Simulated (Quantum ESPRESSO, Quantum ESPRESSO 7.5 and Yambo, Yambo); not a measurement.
# N (P4_2/mnm): G0W0 with Yambo, start to end

How does a plane-wave GW calculation on N (P4_2/mnm) run from the first input to the gap?

Main program and level: Quantum ESPRESSO 7.5 and Yambo 5.3.0; LDA and many-body steps on it, plane waves.

The raw output is cut from this account; settings, times and results stay.

## Step 1: Set-up

Symmetry: P4_2/mnm, No. 136, tetragonal system. The conventional cell has a = 4.084 Å, b = 4.084 Å, c = 5.346 Å, α = 90.00°, β = 90.00°, γ = 90.00°. Nearest to N lie 1 N at 1.11 Å.

The cell and positions are those that the Materials Project relaxed with its own functionals (PBE, PBE+U or r2SCAN), kept fixed.

## Step 2: Ground state

This step: Quantum ESPRESSO 7.5; DFT, LDA, plane waves, norm-conserving pseudopotentials.

The ground-state density comes first.

Input file pw.in:

```
&control
  calculation = 'scf'
  prefix = 'x'
  outdir = 'o'
  pseudo_dir = 'pseudo'
/
&system
  ibrav = 0
  nat = 4
  ntyp = 1
  ecutwfc = 72.0
  nbnd = 16
  force_symmorphic = .true.
/
&electrons
  conv_thr = 1e-10
  electron_maxstep = 80
  mixing_beta = 0.5
/
ATOMIC_SPECIES
  N 14.007 N.upf
CELL_PARAMETERS angstrom
  4.0840619700 0.0000000000 0.0000000000
  0.0000000000 4.0840619700 0.0000000000
  0.0000000000 0.0000000000 5.3459132500
ATOMIC_POSITIONS crystal
  N 0.9042752000 0.9042752000 0.0000000000
  N 0.5957248000 0.4042752000 0.5000000000
  N 0.0957248000 0.0957248000 0.0000000000
  N 0.4042752000 0.5957248000 0.5000000000
K_POINTS automatic
  6 6 4 0 0 0
```

The run is started by

```console
OMP_NUM_THREADS=1 mpirun -n 4 pw.x -nk 4 -in pw.in > pw.out
```

The job ended after 12 s (4 MPI ranks of Arm Neoverse V2, shared host; peak memory 0.34 GiB).

Read from the output:

```
total energy               : -1126.7023 eV
gap                        : 6.720 eV
k of the valence top       : -0.5, -0.5, -0.5
k of the conduction bottom : 0, 0, 0
least direct gap           : 6.924 eV
```

The gap is indirect, with the least direct gap 0.20 eV higher.

## Step 3: Bands along the symmetry lines

The cheap functional maps the bands first; the places of the edges decide which points the dearer methods must see.

Input file pw.in:

```
&control
  calculation = 'bands'
  prefix = 'x'
  outdir = 'o'
  pseudo_dir = 'pseudo'
/
&system
  ibrav = 0
  nat = 4
  ntyp = 1
  ecutwfc = 72.0
  nbnd = 16
  force_symmorphic = .true.
/
&electrons
  conv_thr = 1e-9
  electron_maxstep = 80
  diago_full_acc = .true.
  diago_thr_init = 5e-6
/
ATOMIC_SPECIES
  N 14.007 N.upf
CELL_PARAMETERS angstrom
  4.0840619700 0.0000000000 0.0000000000
  0.0000000000 4.0840619700 0.0000000000
  0.0000000000 0.0000000000 5.3459132500
ATOMIC_POSITIONS crystal
  N 0.9042752000 0.9042752000 0.0000000000
  N 0.5957248000 0.4042752000 0.5000000000
  N 0.0957248000 0.0957248000 0.0000000000
  N 0.4042752000 0.5957248000 0.5000000000
K_POINTS crystal
  75
  0.00000000 0.00000000 0.00000000 1
  0.00000000 0.06250000 0.00000000 1
  0.00000000 0.12500000 0.00000000 1
  0.00000000 0.18750000 0.00000000 1
  0.00000000 0.25000000 0.00000000 1
  0.00000000 0.31250000 0.00000000 1
  0.00000000 0.37500000 0.00000000 1
  0.00000000 0.43750000 0.00000000 1
  0.00000000 0.50000000 0.00000000 1
  0.06250000 0.50000000 0.00000000 1
  0.12500000 0.50000000 0.00000000 1
  0.18750000 0.50000000 0.00000000 1
  0.25000000 0.50000000 0.00000000 1
  0.31250000 0.50000000 0.00000000 1
  0.37500000 0.50000000 0.00000000 1
  0.43750000 0.50000000 0.00000000 1
  0.50000000 0.50000000 0.00000000 1
  0.43750000 0.43750000 0.00000000 1
  0.37500000 0.37500000 0.00000000 1
  0.31250000 0.31250000 0.00000000 1
  0.25000000 0.25000000 0.00000000 1
  0.18750000 0.18750000 0.00000000 1
  0.12500000 0.12500000 0.00000000 1
  0.06250000 0.06250000 0.00000000 1
  0.00000000 0.00000000 0.00000000 1
  0.00000000 0.00000000 0.06250000 1
  0.00000000 0.00000000 0.12500000 1
  0.00000000 0.00000000 0.18750000 1
  0.00000000 0.00000000 0.25000000 1
  0.00000000 0.00000000 0.31250000 1
  0.00000000 0.00000000 0.37500000 1
  0.00000000 0.00000000 0.43750000 1
  0.00000000 0.00000000 0.50000000 1
  0.00000000 0.06250000 0.50000000 1
  0.00000000 0.12500000 0.50000000 1
  0.00000000 0.18750000 0.50000000 1
  0.00000000 0.25000000 0.50000000 1
  0.00000000 0.31250000 0.50000000 1
  0.00000000 0.37500000 0.50000000 1
  0.00000000 0.43750000 0.50000000 1
  0.00000000 0.50000000 0.50000000 1
  0.06250000 0.50000000 0.50000000 1
  0.12500000 0.50000000 0.50000000 1
  0.18750000 0.50000000 0.50000000 1
  0.25000000 0.50000000 0.50000000 1
  0.31250000 0.50000000 0.50000000 1
  0.37500000 0.50000000 0.50000000 1
  0.43750000 0.50000000 0.50000000 1
  0.50000000 0.50000000 0.50000000 1
  0.43750000 0.43750000 0.50000000 1
  0.37500000 0.37500000 0.50000000 1
  0.31250000 0.31250000 0.50000000 1
  0.25000000 0.25000000 0.50000000 1
  0.18750000 0.18750000 0.50000000 1
  0.12500000 0.12500000 0.50000000 1
  0.06250000 0.06250000 0.50000000 1
  0.00000000 0.00000000 0.50000000 1
  0.00000000 0.50000000 0.00000000 1
  0.00000000 0.50000000 0.06250000 1
  0.00000000 0.50000000 0.12500000 1
  0.00000000 0.50000000 0.18750000 1
  0.00000000 0.50000000 0.25000000 1
  0.00000000 0.50000000 0.31250000 1
  0.00000000 0.50000000 0.37500000 1
  0.00000000 0.50000000 0.43750000 1
  0.00000000 0.50000000 0.50000000 1
  0.50000000 0.50000000 0.00000000 1
  0.50000000 0.50000000 0.06250000 1
  0.50000000 0.50000000 0.12500000 1
  0.50000000 0.50000000 0.18750000 1
  0.50000000 0.50000000 0.25000000 1
  0.50000000 0.50000000 0.31250000 1
  0.50000000 0.50000000 0.37500000 1
  0.50000000 0.50000000 0.43750000 1
  0.50000000 0.50000000 0.50000000 1
```

Wall time 7.1 s (4 MPI ranks); peak memory 0.26 GiB; 28 s of CPU time.

Read from the output:

- gap: 6.720 eV
- k of the valence top: 0.5, 0.5, 0.5
- k of the conduction bottom: 0, 0, 0
- least direct gap: 6.924 eV

The gap is 6.720 eV, as in the run before at this level.

The electronic bands at the labelled points (eV, zero at the top of the highest filled band):

```tsv
point	band 7	band 8	band 9	band 10	band 11	band 12	band 13	band 14
Γ	-1.52	-1.43	-1.07	-0.20	6.72	7.63	8.01	8.01
halfway	-1.61	-1.51	-0.64	-0.15	7.14	7.82	7.89	7.90
X	-1.73	-1.73	-0.25	-0.25	7.78	7.78	7.79	7.79
halfway	-1.71	-1.71	-0.12	-0.12	7.67	7.67	8.15	8.15
M	-1.69	-1.69	-0.04	-0.04	7.54	7.54	8.56	8.56
halfway	-1.71	-1.56	-0.39	-0.08	7.54	7.77	7.79	8.07
Γ	-1.52	-1.43	-1.07	-0.20	6.72	7.63	8.01	8.01
halfway	-1.53	-1.53	-0.79	-0.27	6.84	7.48	8.00	8.00
Z	-1.54	-1.54	-0.46	-0.46	7.15	7.15	7.99	7.99
halfway	-1.55	-1.55	-0.37	-0.37	7.36	7.36	7.95	7.95
R	-1.53	-1.53	-0.30	-0.30	7.40	7.40	8.10	8.10
halfway	-1.62	-1.62	-0.13	-0.13	7.54	7.54	8.26	8.26
A	-1.72	-1.72	0.00	0.00	7.57	7.57	8.56	8.56
halfway	-1.71	-1.53	-0.25	-0.22	7.47	7.68	7.81	8.12
Z	-1.54	-1.54	-0.46	-0.46	7.15	7.15	7.99	7.99
jump to X	-1.73	-1.73	-0.25	-0.25	7.78	7.78	7.79	7.79
halfway	-1.60	-1.60	-0.27	-0.27	7.52	7.52	8.02	8.02
R	-1.53	-1.53	-0.30	-0.30	7.40	7.40	8.10	8.10
jump to M	-1.69	-1.69	-0.04	-0.04	7.54	7.54	8.56	8.56
halfway	-1.71	-1.71	-0.02	-0.02	7.56	7.56	8.56	8.56
A	-1.72	-1.72	0.00	0.00	7.57	7.57	8.56	8.56
```

## Step 4: Empty states on the mesh, 4×4×2 mesh, 104 bands

The sums over transitions need many empty states on a uniform mesh; this step solves for them.

Input file pw.in:

```
&control
  calculation = 'nscf'
  prefix = 'x'
  outdir = 'o'
  pseudo_dir = 'pseudo'
/
&system
  ibrav = 0
  nat = 4
  ntyp = 1
  ecutwfc = 72.0
  nbnd = 104
  force_symmorphic = .true.
/
&electrons
  conv_thr = 1e-9
  electron_maxstep = 80
  diago_full_acc = .true.
  diago_thr_init = 5e-6
/
ATOMIC_SPECIES
  N 14.007 N.upf
CELL_PARAMETERS angstrom
  4.0840619700 0.0000000000 0.0000000000
  0.0000000000 4.0840619700 0.0000000000
  0.0000000000 0.0000000000 5.3459132500
ATOMIC_POSITIONS crystal
  N 0.9042752000 0.9042752000 0.0000000000
  N 0.5957248000 0.4042752000 0.5000000000
  N 0.0957248000 0.0957248000 0.0000000000
  N 0.4042752000 0.5957248000 0.5000000000
K_POINTS automatic
  4 4 2 0 0 0
```

The job ended after 16 s (4 MPI ranks; peak memory 0.43 GiB).

Numbers from this step:

```yaml
gap: 6.720 eV
k_of_the_valence_top: -0.5, -0.5, -0.5
k_of_the_conduction_bottom: 0, 0, 0
least_direct_gap: 6.924 eV
k_points_computed: 14
lowest_point_of_the_top_converged_band_above_the_valence_top: 60.0618 eV
```

On this mesh the gap is 6.720 eV.

## Step 5: Conversion and set-up

This step: Yambo 5.3.0; conversion and set-up on LDA, plane waves, norm-conserving pseudopotentials.

The states are converted to the many-body program's format and the q mesh is built.

The run is started by

```console
(cd o/x.save; p2y > p2y.log; mv SAVE ../..); yambo > setup.log
```

The job ended after 1.7 s (1 MPI rank; peak memory 0.25 GiB).

## Step 6: Screening and self-energy, 4×4×2 mesh, 104 bands, screening to 108.8 eV

G0W0 replaces the xc potential by the self-energy, built once from these orbitals. Only a window of levels is corrected, while the sums run over the empty bands that the input names.

This step: G0W0 on LDA, plane waves, norm-conserving pseudopotentials.

Input file gw1.in:

```
HF_and_locXC
gw0
dyson
ppa
em1d
rim_cut
RandQpts= 1000000
RandGvec= 1 RL
EXXRLvcs= 72 Ry
VXCRLvcs= 288 Ry
Chimod= "HARTREE"
% BndsRnXp
 1 | 104 |
%
NGsBlkXp= 8 Ry
% LongDrXp
 1 | 1 | 1 |
%
% GbndRnge
 1 | 104 |
%
DysSolver= "n"
ExtendOut
PPAPntXp= 27.21138 eV
% QPkrange
 1 | 14 | 5 | 14 |
%
```

The run is started by

```console
OMP_NUM_THREADS=1 mpirun -n 4 yambo -F gw1.in -J gw1 -C gw1 > gw1.log
```

It took 4.4 min on 4 MPI ranks; peak memory 2 GiB.

Read from the output:

```
G0W0 gap on the mesh                         : 12.98 eV
starting gap on the mesh                     : 6.720 eV
k of the valence top                         : -0.5, -0.5, -0.5
k of the conduction bottom                   : 0, 0, 0
least direct G0W0 gap on the computed points : 13.24 eV
Z at the valence top                         : 0.8362
Z at the conduction bottom                   : 0.8681
```

The gap on the mesh goes from 6.72 eV to 12.98 eV, a correction of +6.26 eV.

Limits: finite bands, cutoff and mesh; coarse k mesh. v1 is the top filled band, c1 the lowest empty one. Levels before and after the correction, in eV, zero at the valence-band top of each column:

```tsv
	conduction bottom	valence top
Kohn-Sham	6.72	0.00
G0W0	12.98	0.00
```

```tsv
	level	energy (eV)
Kohn-Sham	Γ v3	-1.429
Kohn-Sham	Γ v2	-1.069
Kohn-Sham	Γ v1	-0.204
Kohn-Sham	Γ c1	6.720
Kohn-Sham	Γ c2	7.632
Kohn-Sham	Γ c3	8.005
Kohn-Sham	(-0.5 -0.5 -0.5) v3	-1.725
Kohn-Sham	(-0.5 -0.5 -0.5) v2-v1	0.000
Kohn-Sham	(-0.5 -0.5 -0.5) c1-c2	7.575
Kohn-Sham	(-0.5 -0.5 -0.5) c3	8.564
G0W0	Γ v3	-1.539
G0W0	Γ v2	-1.261
G0W0	Γ v1	-0.258
G0W0	Γ c1	12.980
G0W0	Γ c2	14.304
G0W0	Γ c3	14.823
G0W0	(-0.5 -0.5 -0.5) v3	-1.904
G0W0	(-0.5 -0.5 -0.5) v2-v1	-0.003
G0W0	(-0.5 -0.5 -0.5) c1-c2	14.126
G0W0	(-0.5 -0.5 -0.5) c3	15.579
```

## Step 7: Where the time went

Times are wall times on the hardware named with each run, good to a factor of about two.

```tsv
step	time	share	memory (GiB)
ground state	12 s	4 %	0.34
bands along the symmetry lines	7.1 s	2 %	0.26
empty states on the mesh	16 s	5 %	0.43
conversion and set-up	1.7 s	1 %	0.25
screening and self-energy	4.4 min	88 %	2.0
```

## Step 8: Summary of results

```yaml
lda_gap: 6.72 eV, indirect
g0w0_gap_on_the_mesh: 12.98 eV
gw_settings: 4×4×2 mesh, 104 bands, screening to 108.8 eV, Godby-Needs plasmon pole
known_limits: short of the basis limit; coarse k mesh
```

G0W0 moves the gap on the mesh from 6.72 eV to 12.98 eV (+6.26 eV), with Z of 0.84 and 0.87 at the edges. The dearest step here is «screening and self-energy». Bands and cutoff are finite, so the gap stands short of the basis limit, usually by up to a few tenths of an eV; the mesh is an error of its own. The 4×4×2 mesh is coarse for this cell, which bears on the long-range parts of exchange and screening.

[Long decimals in the printed logs are rounded to 6 places.]

[Logs are printed without paths, hosts, clocks, repeated set-up lines and the standing remarks that a program may print on its own settings, such as how far it seeks lower states.]

[Paths, hosts, dates, memory and timing lines, banners, echoed tables and standing remarks are left out of the program output; an Ansatz launch command may be rebuilt from the run's recorded settings. Measured values are a selection of at most five: reports struck by readers or far from the other reports are left out. None is set beside runs whose start may be inverted or whose files or cutoffs have a known fault.]

[Runs of the session that timed out or met a known fault of the program may be left out.]

[Hosts, paths, dates, database ids (printed as entryN), source tags and the programs' standing remarks are cut or masked in the printed files.]
